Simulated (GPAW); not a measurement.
**Collinear magnetic orders of zigzag Cu chain, bond 2.395 A with GPAW**

Does zigzag Cu chain, bond 2.395 A prefer parallel or opposed moments, or none?

Method: LDA; plane waves with GPAW's PAW setups, scalar-relativistic, in GPAW 26.7.0.

**1. The starting structure**

The cell holds 2 atoms: 2 Cu. Cell: a = 12.000 Å, b = 12.000 Å, c = 2.874 Å, α = 90.0°, β = 90.0°, γ = 90.0°. model lattice. Vacuum lies along a and b. The structure's axis is c.

Coordinates:

```
Cu
1.0
    12.00000    0.00000    0.00000
     0.00000   12.00000    0.00000
     0.00000    0.00000    2.87400
Cu
2
Direct
  0.42017 0.50000 0.00000
  0.57983 0.50000 0.50000
```

**2. Run 1 (ferro ++)**

The parallel start comes first: it fits the smallest cell, keeps the most symmetry and shows whether parallel moments form.

The input, order1.py:

```python
import json
import numpy as np
from ase import Atoms
from ase.parallel import paropen, parprint
from gpaw import GPAW

atoms = Atoms(['Cu', 'Cu'],
    cell=[[12.0, 0.0, 0.0],
         [0.0, 12.0, 0.0],
         [0.0, 0.0, 2.874]],
    scaled_positions=[[0.42016667, 0.5, 0.0],
         [0.57983333, 0.5, 0.5]],
    pbc=True,
    magmoms=[0.5, 0.5])
atoms.calc = GPAW(mode={'name': 'pw', 'ecut': 440.0},
    xc='LDA',
    kpts={'size': (1, 1, 10), 'gamma': True},
    occupations={'name': 'fermi-dirac', 'width': 0.05},
    convergence={'density': 1e-05, 'energy': 1e-05},
    maxiter=200,
    symmetry={'tolerance': 1e-4},
    txt='order1.txt')
e = atoms.get_potential_energy(force_consistent=True)
res = {'free_energy': e, 'energy_sigma0': atoms.get_potential_energy(), 'fermi_energy': atoms.calc.get_fermi_level()}
res['moments'] = atoms.get_magnetic_moments().tolist()
res['total'] = atoms.get_magnetic_moment()
parprint('site moments (muB):', np.round(res['moments'], 3))
parprint(f"total moment: {res['total']:.3f} muB")
parprint(f'free energy: {e:.6f} eV')
atoms.calc.write('order1.gpw')
n = atoms.calc.get_pseudo_density()
up, down = (atoms.calc.get_pseudo_density(spin=i) for i in (0, 1))
np.savez('grids.npz', density=n, spin=up - down)
with paropen('results.json', 'w') as f:
    json.dump(res, f)
```

On the command line:

```
$ OMP_NUM_THREADS=1 python3 order1.py > order1.log
```

Numbers of over 12 decimals in the logs are rounded to 6 here.

The program printed:

```text
site moments (muB): [0. 0.]
total moment: 0.000 muB
free energy: -4.852864 eV

--- order1.txt ---
Input parameters:
  mode=PW(ecut=440.0),
  convergence={'density': 1e-05, 'energy': 1e-05},
  kpts=MonkhorstPack(size=(1, 1, 10), gamma=True),
  maxiter=200,
  occupations=Occupations(name='fermi-dirac', width=0.05),
  symmetry=Symmetry(tolerance=0.0001),
  xc=XC(name='LDA')

Diagonalizing LCAO Hamiltonian
Converting LCAO to pw mode
        .----------------------------.
       /|                            |
      / |                            |
     /  |                            |
    /   .----------------------------.
   /   /                            /
  /   /              Cu            /
 *   /                            /
 |  /            Cu              /
 | /                            /
 |/                            /
 *----------------------------*

Atoms  # Å, Bohr magnetons
|   | symbol |        x |        y |        z |    initial magnetic moments |
|---|--------|----------|----------|----------|-----------------------------|
| 0 |     Cu | 5.042000 | 6.000000 | 0.000000 | ( 0.0000,  0.0000,  0.5000) |
| 1 |     Cu | 6.958000 | 6.000000 | 1.437000 | ( 0.0000,  0.0000,  0.5000) |

Unit cell  # Å
| periodic |         x |         y |        z |   lengths |    angles |
|----------|-----------|-----------|----------|-----------|-----------|
|      yes | 12.000000 |  0.000000 | 0.000000 | 12.000000 | 90.000000 |
|      yes |  0.000000 | 12.000000 | 0.000000 | 12.000000 | 90.000000 |
|      yes |  0.000000 |  0.000000 | 2.874000 |  2.874000 | 90.000000 |

Number of symmetries: 4

BZ-sampling:
  Number of BZ points: 10
  Number of IBZ points: 6

  Monkhorst-Pack size: [1, 1, 10]
  Monkhorst-Pack shift: [0.0, 0.0, 0.05]

K-points  # in reciprocal-cell coordinates
|   |                                coordinates |     weight |
|---|--------------------------------------------|------------|
| 0 | (  0.00000000,   0.00000000,   0.00000000) | 0.10000000 |
| 1 | (  0.00000000,   0.00000000,   0.10000000) | 0.20000000 |
| 2 | (  0.00000000,   0.00000000,   0.20000000) | 0.20000000 |
| 3 | (  0.00000000,   0.00000000,   0.30000000) | 0.20000000 |
| 4 | (  0.00000000,   0.00000000,   0.40000000) | 0.20000000 |
| 5 | (  0.00000000,   0.00000000,   0.50000000) | 0.10000000 |

Plane wave coefficients: 8730
Cutoff: 440.000000 eV

Spin-components: 2 (collinear spins)
Bands:           18
Projectors:      12
Spin-degeneracy: 1
Datatype:        complex128

Parallelization:
  kpt:    1
  domain: 1
  band:   1

Density:
  Valence electrons: 22.0
  Components: 2
  Grid points: [60 60 14]
  Charge: 0.0  # |e|

Potential:
  Grid points: [60 60 14]

species:
  Cu:
    name:    Copper
    Z:       29.0
    valence: 11
    core:    18
    charge:  0.0  # [|e|]
    compensation charges:
      type: gauss
      rc: 0.33  # [Å]
      lmax: 2
    cutoffs:
      filter: 2.06  # [Å]
      core: 2.43  # [Å]
    projectors
    | kind |    occ | energy [eV] | rcut [Å] |
    |------|--------|-------------|----------|
    |   4s |  1.000 |      -4.857 |    1.164 |
    |   4p |  0.000 |      -0.783 |    1.164 |
    |   3d | 10.000 |      -5.324 |    1.058 |
    |    s |        |      22.354 |    1.164 |
    |    p |        |      26.429 |    1.164 |
    |    d |        |      21.887 |    1.058 |

    Using partial waves for Cu as LCAO basis

Reference energy: -89902.194095  # eV

eigensolver:
  PPCG
  Converge bands: occupied
  niter=2

density mixing:
  MSR1-Mixer
  Pratt-step length: 0.05
  Maximum mixing coefficient: 0.75
  Old densities: 10
  SVD Regularization: 0.005
  Good broyden scale: 1.0
  Trust region scale: 1.0
  Backstep threshold: 4.0
  History deletion threshold: 6.0
  Fourier metric: weight=20.0, sigma=0.015

occupation numbers:
  Fermi-Dirac:
    width: 0.0500  # eV

poisson solver:
  ecut: 3520.000000  # eV

xc functional:
  name: None

convergence criteria:
- Maximum integral of absolute [dens]ity change: 1e-05 electrons / valence electron
- Maximum [total energy] change in last 3 cyles: 1e-05 eV / valence electron
- Maximum integral of absolute [eigenst]ate change: 4e-08 eV^2 / valence electron
maximum number of iterations: 200

SCF iterations
|iter     |      energy | eigst |  dens |  magmom |
|---------|-------------|-------|-------|---------|
|iter:   1|       0s |   -5.504728 | +0.25 |       |  +0.9908|
|iter:   2|       1s |   -5.265156 | -1.82 | -0.94 |  +0.9539|
|iter:   3|       3s |   -4.843217 | -0.94 | -1.00 |  +0.6881|
|iter:   4|       5s |   -4.832410 | -1.86 | -1.38 |  +0.4889|
|iter:   5|       7s |   -4.836790 | -2.97 | -1.64 |  +0.3633|
|iter:   6|       8s |   -4.842641 | -3.05 | -1.84 |  +0.1703|
|iter:   7|      10s |   -4.843868 | -4.18 | -2.34 |  +0.1224|
|iter:   8|      12s |   -4.845113 | -3.90 | -2.54 |  +0.0480|
|iter:   9|      14s |   -4.845366 | -4.54 | -2.91 |  +0.0277|
|iter:  10|      15s |   -4.845462 | -4.57 | -3.20 |  +0.0040|
|iter:  11|      17s |   -4.845468c| -6.09 | -3.94 |  +0.0004|
|iter:  12|      19s |   -4.845467c| -7.71c| -4.74 |  -0.0001|
|iter:  13|      20s |   -4.845468c| -8.31c| -5.36c|  +0.0000|

Converged in 13 steps
Energy contributions relative to reference atoms: (reference = -89902.194095)

Energy contributions:
  Kinetic:         -16.482647
  Coulomb:          11.914468
  Zero:              0.119704
  External:          0.000000
  Xc:               -0.389596
  Entropy:          -0.014793
  Spinorbit:         0.000000
  ----------------------------
  Free energy:      -4.852864
  Extrapolated:     -4.845468

dipole moment: (-0.000004, -0.000004, -6.181080)  # |e|*Ang

Total magnetic moment: (0.000000, 0.000000, 0.000005)

Local magnetic moments
|        x |        y |        z |
|----------|----------|----------|
| 0.000000 | 0.000000 | 0.000004 |  # Cu   0
| 0.000000 | 0.000000 | 0.000004 |  # Cu   1

Fermi level: -3.881
Eigenvalues  # (at kpt = [0.000, 0.000, 0.000])
| band index |      eig [eV] | occ [0-1] |      eig [eV] | occ [0-1] |
|------------|---------------|-----------|---------------|-----------|
|          0 |        -7.974 |     1.000 |        -7.974 |     1.000 |
|        ... |               |           |               |           |
|          4 |        -5.451 |     1.000 |        -5.451 |     1.000 |
|          5 |        -5.170 |     1.000 |        -5.170 |     1.000 |
|          6 |        -5.120 |     1.000 |        -5.120 |     1.000 |
|          7 |        -5.009 |     1.000 |        -5.009 |     1.000 |
|          8 |        -4.998 |     1.000 |        -4.998 |     1.000 |
|          9 |        -4.813 |     1.000 |        -4.813 |     1.000 |
|         10 |        -4.531 |     1.000 |        -4.531 |     1.000 |
|         11 |        -3.964 |     0.842 |        -3.964 |     0.842 |
|         12 |        -2.046 |     0.000 |        -2.046 |     0.000 |
|         13 |        -1.124 |     0.000 |        -1.124 |     0.000 |
|         14 |         0.546 |     0.000 |         0.546 |     0.000 |
|         15 |         0.632 |     0.000 |         0.632 |     0.000 |
|         16 |         1.285 |     0.000 |         1.285 |     0.000 |
|         17 |         1.500 |     0.000 |         1.459 |     0.000 |

No gap
No difference between direct/indirect transitions
```

Wall time 25 s (1 MPI rank of Intel Xeon Platinum 8488C (Sapphire Rapids), shared host); peak memory 0.28 GiB.

Read from the output:

| Quantity | Value |
| --- | --- |
| final state | non-magnetic |

After 13 cycles the seed has died away: no moment is left.

**3. Start 2: antiferro q=(0,0,1/2) +-+-**

Reversing part of the moments tests the sign of the couplings between them.

This order needs a doubled cell of 4 atoms. Its mesh is chosen so that both cells sample the same points.

order2.py is the script of step 2 with these lines changed:

```diff
@@ -6,13 +6,15 @@
 
-atoms = Atoms(['Cu', 'Cu'],
+atoms = Atoms(['Cu', 'Cu', 'Cu', 'Cu'],
     cell=[[12.0, 0.0, 0.0],
          [0.0, 12.0, 0.0],
-         [0.0, 0.0, 2.874]],
+         [0.0, 0.0, 5.748]],
     scaled_positions=[[0.42016667, 0.5, 0.0],
-         [0.57983333, 0.5, 0.5]],
+         [0.42016667, 0.5, 0.5],
+         [0.57983333, 0.5, 0.25],
+         [0.57983333, 0.5, 0.75]],
     pbc=True,
-    magmoms=[0.5, 0.5])
+    magmoms=[0.5, -0.5, 0.5, -0.5])
 atoms.calc = GPAW(mode={'name': 'pw', 'ecut': 440.0},
     xc='LDA',
-    kpts={'size': (1, 1, 10), 'gamma': True},
+    kpts={'size': (1, 1, 5), 'gamma': True},
     occupations={'name': 'fermi-dirac', 'width': 0.05},
@@ -21,3 +23,3 @@
     symmetry={'tolerance': 1e-4},
-    txt='order1.txt')
+    txt='order2.txt')
 e = atoms.get_potential_energy(force_consistent=True)
@@ -29,3 +31,3 @@
 parprint(f'free energy: {e:.6f} eV')
-atoms.calc.write('order1.gpw')
+atoms.calc.write('order2.gpw')
 n = atoms.calc.get_pseudo_density()
```

On the command line:

```
$ OMP_NUM_THREADS=1 python3 order2.py > order2.log
```

The program printed:

```text
site moments (muB): [ 0. -0.  0. -0.]
total moment: -0.000 muB
free energy: -9.705729 eV

--- order2.txt ---
Input parameters:
  mode=PW(ecut=440.0),
  convergence={'density': 1e-05, 'energy': 1e-05},
  kpts=MonkhorstPack(size=(1, 1, 5), gamma=True),
  maxiter=200,
  occupations=Occupations(name='fermi-dirac', width=0.05),
  symmetry=Symmetry(tolerance=0.0001),
  xc=XC(name='LDA')

Diagonalizing LCAO Hamiltonian
Converting LCAO to pw mode
        .----------------------------.
       /|                            |
      / |                            |
     /  |                            |
    /   |                            |
   /    |            Cu              |
  /     |                            |
 *      .--------Cu------------------.
 |     /                            /
 |    /              Cu            /
 |   /                            /
 |  /            Cu              /
 | /                            /
 |/                            /
 *----------------------------*

Atoms  # Å, Bohr magnetons
|   | symbol |        x |        y |        z |    initial magnetic moments |
|---|--------|----------|----------|----------|-----------------------------|
| 0 |     Cu | 5.042000 | 6.000000 | 0.000000 | ( 0.0000,  0.0000,  0.5000) |
| 1 |     Cu | 5.042000 | 6.000000 | 2.874000 | ( 0.0000,  0.0000, -0.5000) |
| 2 |     Cu | 6.958000 | 6.000000 | 1.437000 | ( 0.0000,  0.0000,  0.5000) |
| 3 |     Cu | 6.958000 | 6.000000 | 4.311000 | ( 0.0000,  0.0000, -0.5000) |

Unit cell  # Å
| periodic |         x |         y |        z |   lengths |    angles |
|----------|-----------|-----------|----------|-----------|-----------|
|      yes | 12.000000 |  0.000000 | 0.000000 | 12.000000 | 90.000000 |
|      yes |  0.000000 | 12.000000 | 0.000000 | 12.000000 | 90.000000 |
|      yes |  0.000000 |  0.000000 | 5.748000 |  5.748000 | 90.000000 |

Number of symmetries: 2

BZ-sampling:
  Number of BZ points: 5
  Number of IBZ points: 3

  Monkhorst-Pack size: [1, 1, 5]
  Monkhorst-Pack shift: [0, 0, 0]

Plane wave coefficients: 17348
Cutoff: 440.000000 eV

Spin-components: 2 (collinear spins)
Bands:           31
Projectors:      24
Spin-degeneracy: 1
Datatype:        complex128

Parallelization:
  kpt:    1
  domain: 1
  band:   1

Density:
  Valence electrons: 44.0
  Components: 2
  Grid points: [60 60 28]
  Charge: 0.0  # |e|

Potential:
  Grid points: [60 60 28]

[... setups left out ...]
Reference energy: -179804.388190  # eV

eigensolver:
  PPCG
  Converge bands: occupied
  niter=2

density mixing:
  MSR1-Mixer
  Pratt-step length: 0.05
  Maximum mixing coefficient: 0.75
  Old densities: 10
  SVD Regularization: 0.005
  Good broyden scale: 1.0
  Trust region scale: 1.0
  Backstep threshold: 4.0
  History deletion threshold: 6.0
  Fourier metric: weight=20.0, sigma=0.015

occupation numbers:
  Fermi-Dirac:
    width: 0.0500  # eV

poisson solver:
  ecut: 3520.000000  # eV

xc functional:
  name: None

convergence criteria:
- Maximum integral of absolute [dens]ity change: 1e-05 electrons / valence electron
- Maximum [total energy] change in last 3 cyles: 1e-05 eV / valence electron
- Maximum integral of absolute [eigenst]ate change: 4e-08 eV^2 / valence electron
maximum number of iterations: 200

SCF iterations
|iter     |      energy | eigst |  dens |  magmom |
|---------|-------------|-------|-------|---------|
|iter:   1|       0s |  -11.115490 | +0.26 |       |  +0.0000|
|iter:   2|       3s |  -10.609471 | -1.80 | -0.96 |  -0.0000|
|iter:   3|       7s |   -9.732336 | -0.90 | -1.03 |  +0.0000|
|iter:   4|      11s |   -9.684796 | -1.74 | -1.41 |  +0.0000|
|iter:   5|      15s |   -9.685557 | -2.92 | -1.68 |  +0.0000|
|iter:   6|      18s |   -9.690491 | -3.10 | -1.89 |  -0.0000|
|iter:   7|      22s |   -9.690775 | -4.65 | -2.66 |  -0.0000|
|iter:   8|      25s |   -9.690947 | -4.93 | -2.93 |  -0.0000|
|iter:   9|      29s |   -9.690931c| -5.89 | -3.56 |  +0.0000|
|iter:  10|      33s |   -9.690935c| -7.00 | -4.06 |  +0.0000|
|iter:  11|      37s |   -9.690935c| -7.61c| -4.50 |  +0.0000|
|iter:  12|      38s |   -9.690936c| -8.14c| -4.94 |  -0.0000|
|iter:  13|      40s |   -9.690935c| -8.33c| -5.52c|  -0.0000|

Converged in 13 steps
Energy contributions relative to reference atoms: (reference = -179804.388190)

Energy contributions:
  Kinetic:         -32.964256
  Coulomb:          23.827966
  Zero:              0.239388
  External:          0.000000
  Xc:               -0.779239
  Entropy:          -0.029587
  Spinorbit:         0.000000
  ----------------------------
  Free energy:      -9.705729
  Extrapolated:     -9.690935

dipole moment: (-0.000008, -0.000008, -12.362164)  # |e|*Ang

Total magnetic moment: (0.000000, 0.000000, -0.000000)

Local magnetic moments
|        x |        y |         z |
|----------|----------|-----------|
| 0.000000 | 0.000000 |  0.000004 |  # Cu   0
| 0.000000 | 0.000000 | -0.000004 |  # Cu   1
| 0.000000 | 0.000000 |  0.000004 |  # Cu   2
| 0.000000 | 0.000000 | -0.000004 |  # Cu   3

Fermi level: -3.881
Eigenvalues  # (at kpt = [0.000, 0.000, 0.000])
| band index |      eig [eV] | occ [0-1] |      eig [eV] | occ [0-1] |
|------------|---------------|-----------|---------------|-----------|
|          0 |        -7.974 |     1.000 |        -7.974 |     1.000 |
|        ... |               |           |               |           |
|         14 |        -5.014 |     1.000 |        -5.014 |     1.000 |
|         15 |        -5.009 |     1.000 |        -5.009 |     1.000 |
|         16 |        -4.998 |     1.000 |        -4.998 |     1.000 |
|         17 |        -4.961 |     1.000 |        -4.961 |     1.000 |
|         18 |        -4.961 |     1.000 |        -4.961 |     1.000 |
|         19 |        -4.813 |     1.000 |        -4.813 |     1.000 |
|         20 |        -4.531 |     1.000 |        -4.531 |     1.000 |
|         21 |        -3.964 |     0.842 |        -3.964 |     0.842 |
|         22 |        -2.397 |     0.000 |        -2.397 |     0.000 |
|         23 |        -2.397 |     0.000 |        -2.397 |     0.000 |
|         24 |        -2.046 |     0.000 |        -2.046 |     0.000 |
|         25 |        -1.124 |     0.000 |        -1.124 |     0.000 |
|         26 |         0.452 |     0.000 |         0.452 |     0.000 |
|         27 |         0.452 |     0.000 |         0.452 |     0.000 |
|         28 |         0.546 |     0.000 |         0.546 |     0.000 |
|         29 |         0.632 |     0.000 |         0.632 |     0.000 |
|         30 |         1.285 |     0.000 |         1.285 |     0.000 |

Gap: 0.185 eV
Transition (v -> c):
  (s=1, k=0, n=21, [0.00, 0.00, 0.00]) -> (s=0, k=1, n=22, [0.00, 0.00, 0.20])
Direct/indirect transitions are different
Direct gap: 0.263 eV
Transition at: (s=0, k=1, n=21, [0.00, 0.00, 0.20])
```

Wall time 49 s (1 MPI rank); peak memory 0.44 GiB.

The spin moment in the augmentation sphere vanishes on all atoms.

Numbers from this step:

```yaml
final_state: non-magnetic
```

It ends in the same state without moments as the first start; the 4.6e-9 meV between them is numerical noise.

**4. Order 3, typed as no spin polarisation**

This run holds no moments, which gives a state to set the others against.

The input, nospin.py:

```python
import json
import numpy as np
from ase import Atoms
from ase.parallel import paropen, parprint
from gpaw import GPAW

atoms = Atoms(['Cu', 'Cu'],
    cell=[[12.0, 0.0, 0.0],
         [0.0, 12.0, 0.0],
         [0.0, 0.0, 2.874]],
    scaled_positions=[[0.42016667, 0.5, 0.0],
         [0.57983333, 0.5, 0.5]],
    pbc=True)
atoms.calc = GPAW(mode={'name': 'pw', 'ecut': 440.0},
    xc='LDA',
    kpts={'size': (1, 1, 10), 'gamma': True},
    occupations={'name': 'fermi-dirac', 'width': 0.05},
    convergence={'density': 1e-05, 'energy': 1e-05},
    maxiter=200,
    symmetry={'tolerance': 1e-4},
    txt='nospin.txt')
e = atoms.get_potential_energy(force_consistent=True)
res = {'free_energy': e, 'energy_sigma0': atoms.get_potential_energy(), 'fermi_energy': atoms.calc.get_fermi_level()}
parprint(f'free energy: {e:.6f} eV')
atoms.calc.write('nospin.gpw')
with paropen('results.json', 'w') as f:
    json.dump(res, f)
```

On the command line:

```
$ OMP_NUM_THREADS=1 python3 nospin.py > nospin.log
```

The program printed:

```text
free energy: -4.852864 eV

--- nospin.txt ---
Input parameters:
  mode=PW(ecut=440.0),
  convergence={'density': 1e-05, 'energy': 1e-05},
  kpts=MonkhorstPack(size=(1, 1, 10), gamma=True),
  maxiter=200,
  occupations=Occupations(name='fermi-dirac', width=0.05),
  symmetry=Symmetry(tolerance=0.0001),
  xc=XC(name='LDA')

Diagonalizing LCAO Hamiltonian
Converting LCAO to pw mode
        .----------------------------.
[...]
|          0 |        -7.974 |     2.000 |
|        ... |               |           |
|          4 |        -5.451 |     2.000 |
|          5 |        -5.170 |     2.000 |
|          6 |        -5.120 |     2.000 |
|          7 |        -5.009 |     2.000 |
[...]
|         14 |         0.546 |     0.000 |
|         15 |         0.632 |     0.000 |
|         16 |         1.285 |     0.000 |
|         17 |         1.500 |     0.000 |

No gap
No difference between direct/indirect transitions


[key lines of the parts left out:]
Free energy:      -4.852864
Converged in 11 steps
dipole moment: (-0.000004, -0.000004, -6.181085)  # |e|*Ang
Fermi level: -3.881
```

The job ended after 13 s (1 MPI rank; peak memory 0.22 GiB).

Numbers from this step:

```
final state : non-magnetic (no spin polarisation)
```

It ends in the same state without moments as the first start; the 3.2e-7 meV between them is numerical noise.

**5. Ranking**

These are free energies at a smearing of 0.05 eV, so its entropy term is in the differences. They are divided by the number of seeded atoms, so that cells of unlike size compare. Wavevectors q in the names are fractions of the reciprocal vectors of the first run's cell.

Orders:

| start | final state | typed order kept | energy over the lowest (meV a seeded atom) | largest site moment (μB) | net moment (μB a primitive cell) | mesh matched | CPU time (s) |
| --- | --- | --- | --- | --- | --- | --- | --- |
| ferro ++ | non-magnetic | no | 0 | 0 | 0 | yes | 25.23 |
| antiferro q=(0,0,1/2) +-+- | non-magnetic | no | 0 | 0 | 0 | yes | 48.7 |
| no spin polarisation | non-magnetic | - | 0 | 0 | 0 | yes | 12.47 |

**6. What came out**

| Item | Value |
| --- | --- |
| lowest state found | non-magnetic (typed ferro ++) |
| largest site moment | 0 μB |

What this shows: The lowest state carries no moment above 0.15 μB, and no start kept one. Only 3 starts are shown; other collinear patterns, canted and longer-period orders are not.

[Logs and program files are shortened in this print: banners, set-up blocks, solver, clock and traceback lines can be left out without a mark of their own.]

[Logs are printed without paths, hosts, clocks, repeated set-up lines and the standing remarks that a program may print on its own settings, such as how far it seeks lower states.]

[Hosts, paths, dates, database ids (printed as entryN), source tags and the programs' standing remarks are cut or masked in the printed files.]

[Where a cell is said to come from a database of computed structures, the database is the Materials Project.]
